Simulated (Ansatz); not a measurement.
# Quasi-harmonic thermodynamics of GaAs (F-43m), part 3 of 5

Wanted: α(T), C_P(T) and B(T) of GaAs in the quasi-harmonic approximation.

What experiment has found for this phase:
- volume expansion coefficient 16.2 1e-6/K, heat capacity C_P per formula unit 46.8 J/mol/K and bulk modulus 74.8 GPa near room temperature (given in “High-Throughput Prediction of Finite-Temperature Properties using the Quasi-Harmonic Approximation”, 2016, arXiv:1603.06924)

Ansatz 0.2.0; DFT LDA, scalar-relativistic, plane waves, PAW.

So far. Step 2 (Probe on a coarse mesh): The start is under -1.9 GPa at this level and looks like an insulator or semiconductor on this mesh. Step 4 (Tight relaxation): The residual pressure is 0.0036 GPa, small enough for phonons. The relaxed cell has a = 5.603 Å (conventional setting).

## 5. The quasi-harmonic study, cutoff 487.2 eV, k-mesh 12×12×12

Thermal expansion follows from how the free energy of the vibrations (and of the electrons in a metal) changes with strain, so the program makes strained cells, their phonons and a fit in one run.

File input.yaml:

```yaml
crystal:
  lattice:
    - [0.0, 2.8015748524, 2.8015748524]
    - [2.8015748524, 0.0, 2.8015748524]
    - [2.8015748524, 2.8015748524, 0.0]
  atoms:
    - { symbol: Ga, position: [0.0, 0.0, 0.0] }
    - { symbol: As, position: [0.25, 0.25, 0.25] }
kpoints:
  mp_grid: { grid: [12, 12, 12] }
hamiltonian:
  xc: lda
scf:
  occupations: { method: fixed }
  lower_state_search: "off"
output:
  eigenvalues: true
phonons:
  method: dfpt
  qmesh: [2, 2, 2]
  temperatures: { t_max: 800.0, t_step: 50 }
  thermal_expansion: {}
```

The run is started by

```sh
> ansatz run input.yaml --threads 8 --pin off --max-ram 16384MiB --backend cpu --events-out ev --progress --plain --runs-dir out
```

Numbers of over 12 decimals in the logs are rounded to 6 here.

Output:

```text
Warning: phonons: the dynamical matrix that this run interpolates holds no multipole term above the dipole-dipole one, and a site of this crystal is no centre of inversion, so its interpolated transverse optical and acoustic branches and sound speeds can stay off near Gamma, and the density of states and the thermodynamics with them. What a run solves at a wave vector of phonons.qpoints, Gamma apart, where the deck admits one, is free of this, and under fd what a larger phonons.supercell samples
[...]
Crystal: 2 atoms, lattice volume = 43.978 Å³
Basis set: ecut = 487.2 eV, 1067 PW (Γ), exchange–correlation on 60×60×60 points (8 copies of the dense FFT grid, shifted against one another)
Bands: 18, of which v1, the nominal top of the filled ones, is band 14 counted from 1 (13 counted from 0)
Symmetry: 24 space group operations
[...]
k-points: 72 of 1728 (time reversal used)
[...]
SCF iter   1: F=—  HF=-8481.302177 eV  |F-HF|=—  |Δ(HF+E_count)|=         —  Δρ=5.15e-3  dr2=7.67e-3  ethr=1.77e-3  ⟨swp⟩=4.8  Hψ=5404  notcnv=0  defer=130
[...]
SCF iter   8: F=-8481.298850 eV  HF=-8481.298850 eV  |F-HF|=1.82e-11  |Δ(HF+E_count)|=  2.55e-11  Δρ=1.96e-7  dr2=8.95e-12  ethr=1.00e-12  ⟨swp⟩=5.4  Hψ=7654  notcnv=0
SCF 1 converged in 8 iterations: F = -8481.298850 eV  dr2 = 8.95e-12
[...]
relax step   1: F+E_penalty+E_count = -8481.29885028 eV  Δ(F+E_penalty+E_count) = +0.000e0 eV  max|allowed force component| = 1.492e-16 eV/Å  Δτ_max = 0.0000 Å  (8 SCF iters, accepted)
SCF converged after 8 iterations
Free energy (F): -8481.298850 eV
[...]
Internal energy: -8481.298850 eV  (E = F + TS)
E sigma→0 (E₀):  -8481.298850 eV
Fermi energy:    8.239243 eV
[...]
--- Stress (GPa, compression-positive) ---
        0.002187       0.000000      -0.000000
        0.000000       0.002187       0.000000
       -0.000000       0.000000       0.002187
  P = ⅓ Tr σ = 0.0022 GPa (0.022 kbar)
--- Band table (eV; the first three rows and the last of 72) ---
  k-point 0: bands = [... 10 lower, -4.7393, 8.2392, 8.2392, 8.2392, 8.7266, 11.9348, 11.9348, 11.9348]
  k-point 1: bands = [... 10 lower, -4.6543, 6.9862, 8.1200, 8.1200, 9.5855, 12.0886, 12.1099, 12.1099]
  k-point 2: bands = [... 10 lower, -4.4068, 5.4507, 7.8412, 7.8412, 9.8353, 12.4991, 12.4991, 12.8995]
  k-point 71: bands = [... 10 lower, -2.0650, 1.4380, 4.5563, 4.7471, 12.8927, 12.9013, 13.6279, 14.2081]
── thermal expansion: 3 new cells, 3 in all ──
thermal expansion: relaxation of cell 2
thermal expansion: relaxation of cell 3
── thermal expansion: 2 new cells, 5 in all ──
thermal expansion: relaxation of cell 4
thermal expansion: electrons of cell 4
thermal expansion: phonons of cell 4
thermal expansion: relaxation of cell 5
thermal expansion: electrons of cell 1
thermal expansion: electrons of cell 2
thermal expansion: electrons of cell 3
thermal expansion: electrons of cell 5
thermal expansion: phonons of cell 5
── thermal expansion: 5 new cells, 10 in all ──
thermal expansion: relaxation of cell 6
thermal expansion: relaxation of cell 7
thermal expansion: relaxation of cell 8
thermal expansion: relaxation of cell 9
thermal expansion: relaxation of cell 10
thermal expansion: electrons of cell 6
thermal expansion: electrons of cell 7
thermal expansion: electrons of cell 8
thermal expansion: electrons of cell 9
thermal expansion: electrons of cell 10
thermal expansion: phonons of cell 6
thermal expansion: phonons of cell 7
WARN: thermal expansion: narrow_supercell: the supercell is narrow for a crystal that has a band gap and may be polar, so the expansion can be far off: type phonons.supercell or phonons.qmesh [3, 3, 3] or more in a new run
--- Relaxed structure (1 steps of the walk, 1 accepted, 0 SCFs on fresh bases) ---
  F+E_penalty+E_count = -8481.29885028 eV   max|allowed force component| = 1.492e-16 eV/Å
  atoms:
    - { symbol: Ga, position: [0.0, 0.0, 0.0] }
    - { symbol: As, position: [0.25, 0.25, 0.25] }
--- Thermal expansion: 10 cells in 3 rounds, 0 GPa ---
  no lower state was looked for at cell 4: scf.lower_state_search: off
  without vibrations: a 3.96206, b 3.96206, c 3.96206 Å, V 43.9794 Å³, B 74.25 GPa
  at 0 K: a 3.96678, b 3.96678, c 3.96678 Å, V 44.1366 Å³, B 73.29 GPa
  zero-point expansion: a +0.119, b +0.119, c +0.119, V +0.357 %
      T/K        a/Å        b/Å        c/Å       V/Å³ | expansion of a, b, c, V (1e-6/K)   | that of V in the mean from 25 °C | C_P, C_V (J/mol K of the cell) | B_T, B_S (GPa)
     0.00    3.96678    3.96678    3.96678    44.1366 |    0.00    0.00    0.00    0.00 |    6.69 |     0.000     0.000 |    73.29    73.29
   100.00    3.96663    3.96663    3.96663    44.1315 |    1.08    1.08    1.08    3.23 |   10.64 |    29.127    29.124 |    72.91    72.91
   200.00    3.96771    3.96771    3.96771    44.1677 |    3.85    3.85    3.85   11.56 |   13.14 |    42.533    42.481 |    71.99    72.08
   298.15    3.96942    3.96942    3.96942    44.2247 |    4.78    4.78    4.78   14.33 |       - |    46.412    46.296 |    71.00    71.18
   350.00    3.97043    3.97043    3.97043    44.2586 |    5.04    5.04    5.04   15.13 |   14.76 |    47.389    47.238 |    70.47    70.69
   450.00    3.97251    3.97251    3.97251    44.3281 |    5.39    5.39    5.39   16.17 |   15.39 |    48.477    48.259 |    69.44    69.75
   550.00    3.97470    3.97470    3.97470    44.4015 |    5.64    5.64    5.64   16.91 |   15.87 |    49.079    48.791 |    68.41    68.81
   650.00    3.97698    3.97698    3.97698    44.4781 |    5.84    5.84    5.84   17.52 |   16.28 |    49.463    49.103 |    67.38    67.87
   750.00    3.97934    3.97934    3.97934    44.5573 |    6.02    6.02    6.02   18.07 |   16.64 |    49.738    49.302 |    66.36    66.94
   800.00    3.98055    3.98055    3.98055    44.5978 |    6.11    6.11    6.11   18.33 |   16.81 |    49.852    49.377 |    65.85    66.48
  the static fit leaves 0.000 meV an atom of the energies and, of the stresses, 0.000 GPa of each cell's largest along a strain (root mean squares over the cells), whose Pulay part it has at -0.012 GPa
  vibrations' free energy: its fit passes through its cells
  the electrons' free energy at temperature is in it; its fit leaves 0.0001 meV an atom at the most
  free energies summed between the sampled wave vectors
  estimated error of the fitted expansion in any direction: up to 0.025e-6/K, at 800 K, with few degrees of freedom (an estimate, not a bound: it was exceeded on models of known expansion)
  by sums over the sampled wave vectors an expansion of the volume parts by up to 4.66e-6/K
  by a static energy of one degree less an expansion of the volume parts by up to 0.01e-6/K
  band gaps on the cells' k-points are 0.250 to 0.715 eV
  narrow_supercell: the supercell is narrow for a crystal that has a band gap and may be polar, so the expansion can be far off: type phonons.supercell or phonons.qmesh [3, 3, 3] or more in a new run
```

The job ended after 7.3 min (8 threads of Arm Neoverse N1, shared host; peak memory 1.6 GiB; 53 min of CPU time).

Numbers from this step:

```
pressure                                         : 0.002187 GPa
gap on the k-mesh                                : 0.4873 eV
volume expansion coefficient at 298 K            : 14.34 1e-6/K
C_P at 298 K                                     : 23.21 J/mol-atom/K
entropy at 298 K                                 : 33.04 J/mol-atom/K
isothermal bulk modulus at 298 K                 : 71.00 GPa
Grüneisen parameter at 298 K                     : 0.5855
volume at 298 K                                  : 22.11 Å³/atom
principal linear expansion coefficients at 298 K : 4.778, 4.778, 4.778 1e-6/K
```

Strained cells of the study; zero-point energy where phonons were solved; the pressures are stresses at a fixed cutoff and can carry an offset from the finite basis. Expansion cells, by row:

```csv
cell,|a| (Å),|b| (Å),|c| (Å),V (Å³/atom),E - E_lowest (meV/atom),"pressure, compression positive (GPa)",gap (eV),zero-point energy (meV/atom)
1,3.962,3.962,3.962,21.99,0,-0.01,0.4873,-
2,3.994,3.994,3.994,22.52,2.844,-1.689,0.3076,-
3,3.931,3.931,3.931,21.47,2.981,1.866,0.6702,-
4,3.962,3.962,3.962,22,0,-0.031,0.4852,33.85
5,3.982,3.982,3.982,22.33,1.165,-1.102,0.3723,33.3
6,3.972,3.972,3.972,22.15,0.265,-0.54,0.4324,33.59
7,3.99,3.99,3.99,22.46,2.247,-1.51,0.3275,33.09
8,3.923,3.923,3.923,21.35,4.605,2.348,0.7145,-
9,3.943,3.943,3.943,21.67,1.117,1.118,0.5993,-
10,4.004,4.004,4.004,22.7,4.969,-2.196,0.2496,-
```

Quasi-harmonic; a, b, c are the run's own cell vectors. Expansion, by row:

```
T (K)  a (Å)  b (Å)  c (Å)  alpha (deg)  beta (deg)  gamma (deg)  cell volume (Å³/cell)  alpha_a (1e-6/K)  alpha_b (1e-6/K)  alpha_c (1e-6/K)  alpha_V (1e-6/K)  C_P (J/mol-atom/K)  C_V (J/mol-atom/K)  S (J/mol-atom/K)  B_T (GPa)  B_S (GPa)  Grueneisen  extrapolation  fit error (1e-6/K)
    0  3.967  3.967  3.967           60          60           60                  44.14                 0                 0                 0                 0                   0                   0                 0      73.29      73.29           -              0                   0
   50  3.967  3.967  3.967           60          60           60                  44.13             -1.11             -1.11             -1.11             -3.32               6.954               6.954             4.174      73.21      73.22      -0.465              0                   0
  100  3.967  3.967  3.967           60          60           60                  44.13              1.08              1.08              1.08              3.23               14.56               14.56             11.46      72.91      72.91       0.215              0                   0
  150  3.967  3.967  3.967           60          60           60                  44.15              2.87              2.87              2.87               8.6               19.01                  19             18.31      72.47      72.51       0.436              0                   0
  200  3.968  3.968  3.968           60          60           60                  44.17              3.85              3.85              3.85             11.56               21.27               21.24             24.12      71.99      72.08       0.521              0                0.01
  250  3.969  3.969  3.969           60          60           60                   44.2              4.42              4.42              4.42             13.27                22.5               22.45             29.01      71.49      71.62       0.562              0                0.01
298.1  3.969  3.969  3.969           60          60           60                  44.22              4.78              4.78              4.78             14.33               23.21               23.15             33.04         71      71.18       0.586              0                0.01
  300  3.969  3.969  3.969           60          60           60                  44.23              4.79              4.79              4.79             14.37               23.23               23.17             33.18      70.98      71.16       0.586              0                0.01
  350   3.97   3.97   3.97           60          60           60                  44.26              5.04              5.04              5.04             15.13               23.69               23.62              36.8      70.47      70.69       0.602              0                0.02
  400  3.971  3.971  3.971           60          60           60                  44.29              5.24              5.24              5.24             15.71               24.01               23.92             39.99      69.95      70.22       0.613              0                0.02
  450  3.973  3.973  3.973           60          60           60                  44.33              5.39              5.39              5.39             16.17               24.24               24.13             42.83      69.44      69.75       0.621              0                0.02
  500  3.974  3.974  3.974           60          60           60                  44.36              5.52              5.52              5.52             16.56               24.41               24.28             45.39      68.92      69.28       0.628              0                0.02
  550  3.975  3.975  3.975           60          60           60                   44.4              5.64              5.64              5.64             16.91               24.54                24.4             47.73      68.41      68.81       0.634              0                0.02
  600  3.976  3.976  3.976           60          60           60                  44.44              5.74              5.74              5.74             17.22               24.64               24.48             49.87      67.89      68.34       0.639              0                0.01
  650  3.977  3.977  3.977           60          60           60                  44.48              5.84              5.84              5.84             17.52               24.73               24.55             51.84      67.38      67.87       0.644              0                0.01
  700  3.978  3.978  3.978           60          60           60                  44.52              5.93              5.93              5.93              17.8                24.8               24.61             53.68      66.87      67.41       0.648              0                0.01
  750  3.979  3.979  3.979           60          60           60                  44.56              6.02              6.02              6.02             18.07               24.87               24.65             55.39      66.36      66.94       0.653              0                0.02
  800  3.981  3.981  3.981           60          60           60                   44.6              6.11              6.11              6.11             18.33               24.93               24.69                57      65.85      66.48       0.657              0                0.03
```

Expansion coefficient against temperature; values in 1e-6/K:

```
temperature (K)  volume  principal 1
              0       0            0
             50   -3.32        -1.11
            100    3.23         1.08
            150     8.6         2.87
            200    11.6         3.85
            250    13.3         4.42
            298    14.3         4.78
            300    14.4         4.79
            350    15.1         5.04
            400    15.7         5.24
            450    16.2         5.39
            500    16.6         5.52
            550    16.9         5.64
            600    17.2         5.74
            650    17.5         5.84
            700    17.8         5.93
            750    18.1         6.02
            800    18.3         6.11
```

At 298 K the volume expansion is 14.3 × 10⁻⁶/K and B_T is 71.0 GPa. The log warns that this q-mesh is too narrow, so the figure can be far off. The program raised the cutoff to 487.2 eV by itself: with no cutoff typed, the study takes about 1.16 times the default for its relaxations and scales it with the volume for the phonons.

(Continued in part 4 of 5.)

[Logs are printed without paths, hosts, clocks, repeated set-up lines and the standing remarks that a program may print on its own settings, such as how far it seeks lower states.]

[Hosts, paths, dates, database ids (printed as entryN), source tags and the programs' standing remarks are cut or masked in the printed files.]

[A step with changed settings may run another functional than the one named; its input shows which.]

[Pressures of single members of a volume series are the stress at the run's cutoff; with an incomplete basis they can lie off −dE/dV of the same runs, and they are not shown converged.]
